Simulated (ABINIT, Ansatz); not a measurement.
# RbAsF6 (R-3): G0W0 with ABINIT, start to end, part 2 of 3

How does a plane-wave GW calculation on RbAsF6 (R-3) run from the first input to the gap?

ABINIT 10.8.3; PBEsol and many-body steps on it, plane waves. Known limits of the many-body steps: not at the basis limit; no spin-orbit coupling; coarse k mesh.

So far. Step 2 (Ground state): The gap is direct, at Γ.

## 3. Bands along the symmetry lines

Level of this step: DFT, PBEsol, plane waves, norm-conserving pseudopotentials (ABINIT).

The cheap functional maps the bands first; the places of the edges decide which points the dearer methods must see.

run.abi

```
acell 3*1.0 Angstrom
rprim 
  3.717458802479 2.146275840312 2.475880428600
  -3.717458802479 2.146275840312 2.475880428600
  0.000000000000 -4.292551680625 2.475880428600
ntypat 3
znucl 37 33 9
natom 8
typat 1 2 3 3 3 3 3 3
xred 
  0.500000000000 0.500000000000 0.500000000000
  0.000000000000 0.000000000000 0.000000000000
  0.077414800000 0.712012140000 0.799611640000
  0.799611640000 0.077414800000 0.712012140000
  0.287987860000 0.200388360000 0.922585200000
  0.200388360000 0.922585200000 0.287987860000
  0.922585200000 0.287987860000 0.200388360000
  0.712012140000 0.799611640000 0.077414800000
pp_dirpath "pseudos"
pseudos "Rb.upf, As.upf, F.upf"
ecut 44
iscf -2
irdden 1
kptopt 0
nkpt 22
kpt 
  0.00000000 0.00000000 0.00000000
  0.12500000 0.00000000 0.00000000
  0.25000000 0.00000000 0.00000000
  0.37500000 0.00000000 0.00000000
  0.50000000 -0.00000000 0.00000000
  0.50000000 -0.12500000 0.12500000
  0.50000000 -0.25000000 0.25000000
  0.50000000 -0.37500000 0.37500000
  0.50000000 -0.50000000 0.50000000
  0.47211353 -0.52788647 0.47211353
  0.44422707 -0.55577293 0.44422707
  0.41634061 -0.58365939 0.41634061
  0.38845414 -0.61154586 0.38845414
  0.38845414 0.38845414 0.38845414
  0.29134061 0.29134061 0.29134061
  0.19422707 0.19422707 0.19422707
  0.09711353 0.09711353 0.09711353
  0.00000000 0.00000000 0.00000000
  0.12500000 -0.12500000 0.00000000
  0.25000000 -0.25000000 0.00000000
  0.37500000 -0.37500000 0.00000000
  0.50000000 -0.50000000 0.00000000
istwfk *1
nband 44
nbdbuf 2
tolwfr 1e-08
nstep 40
prtwf 0
prtvol 0
indata_prefix "in"
outdata_prefix "out"
tmpdata_prefix "tmp"
```

On the command line:

```
$ OMP_NUM_THREADS=1 mpirun -n 4 abinit run.abi > log
```

Numbers of over 12 decimals in the logs are rounded to 6 here.

Log:

```text
.Version 10.8.3 of ABINIT. v10.8.2 released Aug 2026.

 Symmetries : space group R-3 (#148); Bravais hR (rhombohedral)
[... echo of the input left out ...]
== DATASET  1 ==================================================================
-   mpi_nproc: 4, omp_nthreads: 1 (-1 if OMP is not activated)

--- !DatasetInfo
iteration_state: {dtset: 1, }
dimensions: {natom: 8, nkpt: 22, mband: 44, nsppol: 1, nspinor: 1, nspden: 1, mpw: 11198, }
cutoff_energies: {ecut:  44.0, pawecutdg:  -1.0, }
electrons: {nelect:   7.40000000E+01, charge:   0.00000000E+00, occopt:   1.00000000E+00, tsmear:   1.00000000E-02, }

 Real(R)+Recip(G) space primitive vectors, cartesian coordinates (Bohr,Bohr^-1):
 R(1)=  7.0249790  4.0558735  4.6787359  G(1)=  0.0711746  0.0410927  0.0712443
 R(2)= -7.0249790  4.0558735  4.6787359  G(2)= -0.0711746  0.0410927  0.0712443
 R(3)=  0.0000000 -8.1117471  4.6787359  G(3)=  0.0000000 -0.0821853  0.0712443
 Unit cell volume ucvol=  7.9985124E+02 bohr^3
 Angles (23,13,12)=  9.72125476E+01  9.72125476E+01  9.72125476E+01 degrees

 getcut: wavevector=  0.0000  0.0000  0.0000  ngfft=  60  60  60
         ecut(hartree)=     44.000   => boxcut(ratio)=   2.14592

--- Pseudopotential description ------------------------------------------------
- Rb Generated using ONCVPSP code by D. R. Hamann
- 37.00000   9.00000  180301                  znucl, zion, pspdat
12 -116133 2 -1 2280                          pspcod,pspxc,lmax,lloc,mmax
     nproj     2     2     2
  pspatm : epsatm=   34.48401057
         --- l  ekb(1:nproj) -->
             0    8.196957   -0.477221
             1    3.231347   -0.378736
             2   -1.047201    0.996637
 pspatm: atomic psp has been read  and splines computed

- As Generated using ONCVPSP code by D. R. Hamann
- 33.00000  23.00000  180301                  znucl, zion, pspdat
12 -116133 2 -1 1342                          pspcod,pspxc,lmax,lloc,mmax
     nproj     2     2     2
  pspatm : epsatm=   24.49033745
         --- l  ekb(1:nproj) -->
[...]
pspatm: atomic psp has been read  and splines computed

- F Generated using ONCVPSP code by D. R. Hamann
-  9.00000   7.00000  180301                  znucl, zion, pspdat
12 -116133 2 -1 832                           pspcod,pspxc,lmax,lloc,mmax
     nproj     2     2     1
  pspatm : epsatm=    4.89824381
         --- l  ekb(1:nproj) -->
[...]
2   -2.394754
 pspatm: atomic psp has been read  and splines computed

--------------------------------------------------------------------------------

================================================================================
 prteigrs : about to open file out_EIG
 Non-SCF case, kpt    1 (  0.00000  0.00000  0.00000), residuals and eigenvalues=
  2.62E-09  2.77E-09  4.59E-09  5.76E-09  7.01E-09  9.08E-09  6.64E-09  3.79E-09
[...]
3.7506E-01  3.8623E-01
 Non-SCF case, kpt   22 (  0.50000 -0.50000  0.00000), residuals and eigenvalues=
[...]
-1.0736E-01 -1.0214E-01 -9.9927E-02 -9.5036E-02 -8.2092E-02 -7.6454E-02
 -7.4301E-02  1.6275E-01  3.3410E-01  3.4169E-01  3.5403E-01  3.5931E-01
  3.7911E-01  3.8633E-01

--- !ResultsGS
iteration_state: {dtset: 1, }
comment   : Summary of ground state results
lattice_vectors:
- [  7.0249790,   4.0558735,   4.6787359, ]
- [ -7.0249790,   4.0558735,   4.6787359, ]
- [  0.0000000,  -8.1117471,   4.6787359, ]
lattice_lengths: [   9.36435,    9.36435,    9.36435, ]
lattice_angles: [ 97.213,  97.213,  97.213, ] # degrees, (23, 13, 12)
lattice_volume:   7.9985124E+02
convergence: {deltae:  0.000E+00, res2:  0.000E+00, residm:  9.991E-09, diffor:  0.000E+00, }
etotal    :  -4.79699363E+02
entropy   :   0.00000000E+00
fermie    :  -7.12883060E-02
cartesian_stress_tensor: null
pressure_GPa: null
xred      :
- [  5.0000E-01,   5.0000E-01,   5.0000E-01, Rb]
- [  0.0000E+00,   0.0000E+00,   0.0000E+00, As]
- [  7.7415E-02,   7.1201E-01,   7.9961E-01,  F]
- [  7.9961E-01,   7.7415E-02,   7.1201E-01,  F]
- [  2.8799E-01,   2.0039E-01,   9.2259E-01,  F]
- [  2.0039E-01,   9.2259E-01,   2.8799E-01,  F]
- [  9.2259E-01,   2.8799E-01,   2.0039E-01,  F]
- [  7.1201E-01,   7.9961E-01,   7.7415E-02,  F]
cartesian_forces: null
force_length_stats: {min: null, max: null, mean: null, }

 Integrated electronic density in atomic spheres:
 ------------------------------------------------
 Atom  Sphere_radius  Integrated_density
[...]
================================================================================

 ----iterations are completed or convergence reached----

 Mean square residual over all n,k,spin=   54.861E-10; max=  99.908E-10
 reduced coordinates (array xred) for    8 atoms
[...]
0.922585200000      0.287987860000      0.200388360000
       0.712012140000      0.799611640000      0.077414800000

 cartesian coordinates (angstrom) at end:
[...]
length scales=  1.889726125908  1.889726125908  1.889726125908 bohr
              =  1.000000000000  1.000000000000  1.000000000000 angstroms
 prteigrs : about to open file out_EIG
 Eigenvalues (hartree) for nkpt=  22  k points:
 kpt#   1, nband= 44, wtk=  1.00000, kpt=  0.0000  0.0000  0.0000 (reduced coord)
[...]
kpt#   2, nband= 44, wtk=  1.00000, kpt=  0.1250  0.0000  0.0000 (reduced coord)
[...]
kpt#   3, nband= 44, wtk=  1.00000, kpt=  0.2500  0.0000  0.0000 (reduced coord)
[...]
kpt#  21, nband= 44, wtk=  1.00000, kpt=  0.3750 -0.3750  0.0000 (reduced coord)
[...]
0.35209    0.36156    0.37506    0.38623
 kpt#  22, nband= 44, wtk=  1.00000, kpt=  0.5000 -0.5000  0.0000 (reduced coord)
[...]
-0.16204   -0.14727   -0.13920   -0.13348   -0.12281   -0.11343   -0.10736   -0.10214
  -0.09993   -0.09504   -0.08209   -0.07645   -0.07430    0.16275    0.33410    0.34169
   0.35403    0.35931    0.37911    0.38633

== END DATASET(S) ==============================================================
================================================================================

 -outvars: echo values of variables after computation  --------
            nband          44
             nkpt          22
          spgroup         148
 [... the other variables as echoed above ...]

 Calculation completed.
```

The job ended after 1.9 min (4 MPI ranks of Arm Neoverse V1, shared host; peak memory 0.5 GiB).

Numbers from this step:

```
gap                        : 5.560 eV
k of the valence top       : 0, 0, 0
k of the conduction bottom : 0, 0, 0
least direct gap           : 5.560 eV
```

The gap is 5.560 eV, as in the run before at this level.

Electronic bands along the path, in eV, zero at the top of the highest filled band:

```tsv
point	band 34	band 35	band 36	band 37	band 38	band 39	band 40	band 41
Γ	-0.55	-0.34	-0.34	0.00	5.56	10.09	11.70	11.70
halfway	-0.56	-0.30	-0.22	-0.02	5.92	10.06	11.10	11.51
L	-0.57	-0.27	-0.13	-0.04	6.30	9.92	10.75	11.61
halfway	-0.70	-0.22	-0.15	-0.12	6.33	10.74	11.22	11.36
T	-0.62	-0.26	-0.11	-0.11	6.45	11.03	11.29	11.29
halfway	-0.65	-0.25	-0.11	-0.11	6.46	11.02	11.32	11.32
P0	-0.70	-0.20	-0.12	-0.12	6.48	10.97	11.36	11.36
jump to P2	-0.70	-0.20	-0.12	-0.12	6.48	10.97	11.36	11.36
halfway	-0.79	-0.17	-0.17	-0.06	6.19	10.33	10.92	10.92
Γ	-0.55	-0.34	-0.34	0.00	5.56	10.09	11.70	11.70
halfway	-0.65	-0.29	-0.18	-0.05	6.09	10.21	11.43	11.60
F	-0.65	-0.29	-0.14	-0.08	6.37	11.03	11.24	11.57
```

## 4. Empty states on the mesh, 2×2×2 mesh, 103 bands

The sums over transitions need many empty states on a uniform mesh; this step solves for them.

run.abi

```
acell 3*1.0 Angstrom
rprim 
  3.717458802479 2.146275840312 2.475880428600
  -3.717458802479 2.146275840312 2.475880428600
  0.000000000000 -4.292551680625 2.475880428600
ntypat 3
znucl 37 33 9
natom 8
typat 1 2 3 3 3 3 3 3
xred 
  0.500000000000 0.500000000000 0.500000000000
  0.000000000000 0.000000000000 0.000000000000
  0.077414800000 0.712012140000 0.799611640000
  0.799611640000 0.077414800000 0.712012140000
  0.287987860000 0.200388360000 0.922585200000
  0.200388360000 0.922585200000 0.287987860000
  0.922585200000 0.287987860000 0.200388360000
  0.712012140000 0.799611640000 0.077414800000
pp_dirpath "pseudos"
pseudos "Rb.upf, As.upf, F.upf"
ecut 44
ngkpt 2 2 2
nshiftk 1
shiftk 0 0 0
kptopt 1
chksymbreak 0
iscf -2
irdden 1
istwfk *1
nband 103
nbdbuf 8
tolwfr 1e-09
nstep 60
prtvol 0
indata_prefix "in"
outdata_prefix "out"
tmpdata_prefix "tmp"
```

Log:

```text
.Version 10.8.3 of ABINIT. v10.8.2 released Aug 2026.

 Symmetries : space group R-3 (#148); Bravais hR (rhombohedral)
[... echo of the input left out ...]
== DATASET  1 ==================================================================
-   mpi_nproc: 4, omp_nthreads: 1 (-1 if OMP is not activated)

--- !DatasetInfo
iteration_state: {dtset: 1, }
dimensions: {natom: 8, nkpt: 4, mband: 103, nsppol: 1, nspinor: 1, nspden: 1, mpw: 11192, }
cutoff_energies: {ecut:  44.0, pawecutdg:  -1.0, }
electrons: {nelect:   7.40000000E+01, charge:   0.00000000E+00, occopt:   1.00000000E+00, tsmear:   1.00000000E-02, }

 Real(R)+Recip(G) space primitive vectors, cartesian coordinates (Bohr,Bohr^-1):
 R(1)=  7.0249790  4.0558735  4.6787359  G(1)=  0.0711746  0.0410927  0.0712443
 R(2)= -7.0249790  4.0558735  4.6787359  G(2)= -0.0711746  0.0410927  0.0712443
 R(3)=  0.0000000 -8.1117471  4.6787359  G(3)=  0.0000000 -0.0821853  0.0712443
 Unit cell volume ucvol=  7.9985124E+02 bohr^3
 Angles (23,13,12)=  9.72125476E+01  9.72125476E+01  9.72125476E+01 degrees

 getcut: wavevector=  0.0000  0.0000  0.0000  ngfft=  60  60  60
         ecut(hartree)=     44.000   => boxcut(ratio)=   2.14592

--- Pseudopotential description ------------------------------------------------
- Rb Generated using ONCVPSP code by D. R. Hamann
- 37.00000   9.00000  180301                  znucl, zion, pspdat
12 -116133 2 -1 2280                          pspcod,pspxc,lmax,lloc,mmax
     nproj     2     2     2
  pspatm : epsatm=   34.48401057
         --- l  ekb(1:nproj) -->
             0    8.196957   -0.477221
             1    3.231347   -0.378736
             2   -1.047201    0.996637
 pspatm: atomic psp has been read  and splines computed

- As Generated using ONCVPSP code by D. R. Hamann
- 33.00000  23.00000  180301                  znucl, zion, pspdat
12 -116133 2 -1 1342                          pspcod,pspxc,lmax,lloc,mmax
     nproj     2     2     2
  pspatm : epsatm=   24.49033745
         --- l  ekb(1:nproj) -->
[...]
pspatm: atomic psp has been read  and splines computed

- F Generated using ONCVPSP code by D. R. Hamann
-  9.00000   7.00000  180301                  znucl, zion, pspdat
12 -116133 2 -1 832                           pspcod,pspxc,lmax,lloc,mmax
     nproj     2     2     1
  pspatm : epsatm=    4.89824381
         --- l  ekb(1:nproj) -->
[...]
2   -2.394754
 pspatm: atomic psp has been read  and splines computed

--------------------------------------------------------------------------------

================================================================================
 prteigrs : about to open file out_EIG
 Non-SCF case, kpt    1 (  0.00000  0.00000  0.00000), residuals and eigenvalues=
  3.92E-10  5.72E-10  6.44E-10  7.78E-10  2.38E-10  7.21E-10  2.16E-10  2.47E-10
[...]
9.17E-10  6.84E-10  1.21E-09  5.52E-10  3.65E-08  8.95E-08  1.32E-04
 -6.8471E+00 -4.7703E+00 -4.7702E+00 -4.7702E+00 -1.3635E+00 -1.3635E+00
 -1.3583E+00 -1.3580E+00 -1.3580E+00 -8.9293E-01 -8.6287E-01 -8.2935E-01
 -8.2822E-01 -8.2822E-01 -7.9809E-01 -7.9809E-01 -3.8108E-01 -2.8617E-01
[...]
1.2038E+00  1.2288E+00  1.2288E+00  1.3060E+00  1.3275E+00  1.3275E+00
  1.3308E+00  1.3308E+00  1.3399E+00  1.3521E+00  1.3649E+00  1.3649E+00
  1.4158E+00
 prteigrs : prtvol=0 or 1, do not print more k-points.

--- !ResultsGS
iteration_state: {dtset: 1, }
comment   : Summary of ground state results
lattice_vectors:
- [  7.0249790,   4.0558735,   4.6787359, ]
- [ -7.0249790,   4.0558735,   4.6787359, ]
- [  0.0000000,  -8.1117471,   4.6787359, ]
lattice_lengths: [   9.36435,    9.36435,    9.36435, ]
lattice_angles: [ 97.213,  97.213,  97.213, ] # degrees, (23, 13, 12)
lattice_volume:   7.9985124E+02
convergence: {deltae:  0.000E+00, res2:  0.000E+00, residm:  9.949E-10, diffor:  0.000E+00, }
etotal    :  -4.79699363E+02
entropy   :   0.00000000E+00
fermie    :  -7.12883060E-02
cartesian_stress_tensor: null
pressure_GPa: null
xred      :
- [  5.0000E-01,   5.0000E-01,   5.0000E-01, Rb]
- [  0.0000E+00,   0.0000E+00,   0.0000E+00, As]
- [  7.7415E-02,   7.1201E-01,   7.9961E-01,  F]
- [  7.9961E-01,   7.7415E-02,   7.1201E-01,  F]
- [  2.8799E-01,   2.0039E-01,   9.2259E-01,  F]
- [  2.0039E-01,   9.2259E-01,   2.8799E-01,  F]
- [  9.2259E-01,   2.8799E-01,   2.0039E-01,  F]
- [  7.1201E-01,   7.9961E-01,   7.7415E-02,  F]
cartesian_forces: null
force_length_stats: {min: null, max: null, mean: null, }

 Integrated electronic density in atomic spheres:
 ------------------------------------------------
 Atom  Sphere_radius  Integrated_density
[...]
================================================================================

 ----iterations are completed or convergence reached----

 Mean square residual over all n,k,spin=   53.045E-11; max=  99.486E-11
 reduced coordinates (array xred) for    8 atoms
[...]
0.922585200000      0.287987860000      0.200388360000
       0.712012140000      0.799611640000      0.077414800000

 cartesian coordinates (angstrom) at end:
    1     -0.000000    -5e-13     3.713821
    2      0.000000     0.000000     0.000000
    3     -2.359089    -1.738046     3.934270
[...]
7      2.359089     1.738046     3.493372
    8     -0.325648     2.912055     3.934270
 length scales=  1.889726125908  1.889726125908  1.889726125908 bohr
              =  1.000000000000  1.000000000000  1.000000000000 angstroms
 prteigrs : about to open file out_EIG
 Eigenvalues (hartree) for nkpt=   4  k points:
 kpt#   1, nband=103, wtk=  0.12500, kpt=  0.0000  0.0000  0.0000 (reduced coord)
[...]
1.09202    1.09463    1.09463    1.10595    1.15519    1.15519    1.15707    1.17946
   1.17946    1.20240    1.20379    1.22878    1.22878    1.30604    1.32750    1.32750
   1.33084    1.33084    1.33994    1.35210    1.36486    1.36486    1.41578
 prteigrs : prtvol=0 or 1, do not print more k-points.

== END DATASET(S) ==============================================================
================================================================================

 -outvars: echo values of variables after computation  --------
            nband         103
             nkpt           4
          spgroup         148
 [... the other variables as echoed above ...]

 Calculation completed.
```

Elapsed: 44 s, on 4 MPI ranks; peak memory 0.45 GiB.

This step gave:

* gap: 5.560 eV
* k of the valence top: 0, 0, 0
* k of the conduction bottom: 0, 0, 0
* least direct gap: 5.560 eV
* k points computed: 4
* lowest point of the top converged band, above the valence top: 36.72 eV

On this mesh the gap is 5.560 eV.

## 5. Screening, 2×2×2 mesh, 95 bands, screening to 98 eV

The RPA dielectric matrix is built and inverted for each q.

This step: RPA screening on PBEsol, plane waves, norm-conserving pseudopotentials.

run.abi, as its differences from that of step 4:

```diff
@@ -26,10 +26,11 @@
 chksymbreak 0
-iscf -2
-irdden 1
 istwfk *1
-nband 103
-nbdbuf 8
-tolwfr 1e-09
-nstep 60
-prtvol 0
+occopt 1
+irdwfk 1
+optdriver 3
+nband 95
+ecuteps 3.6
+inclvkb 2
+awtr 1
+symchi 1
 indata_prefix "in"
```

Log:

```text
.Version 10.8.3 of ABINIT. v10.8.2 released Aug 2026.

 Symmetries : space group R-3 (#148); Bravais hR (rhombohedral)
[... echo of the input left out ...]
== DATASET  1 ==================================================================
-   mpi_nproc: 4, omp_nthreads: 1 (-1 if OMP is not activated)

--- !DatasetInfo
iteration_state: {dtset: 1, }
dimensions: {natom: 8, nkpt: 4, mband: 95, nsppol: 1, nspinor: 1, nspden: 1, mpw: 11192, }
cutoff_energies: {ecut:  44.0, pawecutdg:  -1.0, }
electrons: {nelect:   7.40000000E+01, charge:   0.00000000E+00, occopt:   1.00000000E+00, tsmear:   1.00000000E-02, }

 SCREENING: Calculation of the susceptibility and dielectric matrices

 Based on a program developped by R.W. Godby, V. Olevano, G. Onida, and L. Reining.
 Incorporated in ABINIT by V. Olevano, G.-M. Rignanese, and M. Torrent.
.Using double precision arithmetic ; gwpc =  8

[... cell and pseudopotentials left out ...]
--------------------------------------------------------------------------------

 ==== K-mesh for the wavefunctions ====
 Number of points in the irreducible wedge :     4
[... list of points left out ...]
 Together with  6 symmetry operations and time-reversal symmetry
 yields     8 points in the full Brillouin Zone.

 ==== Q-mesh for the screening function ====
 Number of points in the irreducible wedge :     4
[... list of points left out ...]
 Together with  6 symmetry operations and time-reversal symmetry
 yields     8 points in the full Brillouin Zone.

 setmesh: FFT mesh size selected  =    36x   36x   36
          total number of points  =        46656

 vcoul_init : cutoff-mode = AUXILIARY_FUNCTION
 q-points for optical limit:   1
     1)      0.000010    0.000020    0.000030

- screening: taking advantage of time-reversal symmetry
- Maximum band index for partially occupied states nbvw = 37
- Remaining bands to be divided among processors   nbcw = 58
- Number of bands treated by each node ~14

 Number of electrons calculated from density =   74.0000; Expected =   74.0000
 average of density, n =  0.092517
 r_s =    1.3716
 omega_plasma =   29.3405 [eV]

 calculating chi0 at frequencies [eV] :
  1    0.000000E+00    0.000000E+00
  2    0.000000E+00    2.934046E+01

--------------------------------------------------------------------------------
  q-point number  1        q = ( 0.000000, 0.000000, 0.000000) [r.l.u.]
--------------------------------------------------------------------------------
[... chi0 elements left out ...]
 For q-point:  0.000010 0.000020 0.000030
  dielectric constant =   1.9791
  dielectric constant without local fields =   2.2021

  Average fulfillment of the sum rule on Im[epsilon] for q-point    1 :     26.92  [%]
[... wings left out ...]
  q-point number  2        q = ( 0.500000, 0.000000, 0.000000) [r.l.u.]
--------------------------------------------------------------------------------
[... chi0 elements left out ...]
  Average fulfillment of the sum rule on Im[epsilon] for q-point    2 :     32.37  [%]

 [... 2 further q-points ...]
```

The job ended after 36 s (4 MPI ranks; peak memory 1.4 GiB; 2.4 min of CPU time).

This step gave:

```
ε∞ with local fields, on this mesh, along the program's q direction : 1.979
the same without local fields                                       : 2.202
plasma frequency                                                    : 29.34 eV
plane waves in the screening matrix                                 : 249
```

Local fields lower ε∞ by 10 %. On a Γ-centred mesh this coarse the value itself is usually too large, while a short band sum pulls it down.

[end of part 2 of 3]

[Paths, hosts, dates, memory and timing lines, banners, echoed tables and standing remarks are left out of the program output.]

[Logs are printed without paths, hosts, clocks, repeated set-up lines and the standing remarks that a program may print on its own settings, such as how far it seeks lower states.]

[Runs of the session that timed out or met a known fault of the program may be left out.]

[Hosts, paths, dates, database ids (printed as entryN), source tags and the programs' standing remarks are cut or masked in the printed files.]

[G0W0 gaps are taken among the corrected bands and points alone; a level outside them can change the order at an edge.]

[Where Ansatz stands beside ABINIT at settings called matched, ABINIT's density can come from a denser mesh and the files from another edition; pairs whose starting gaps differed by over 0.03 eV were left out, so agreement reads better than it is.]
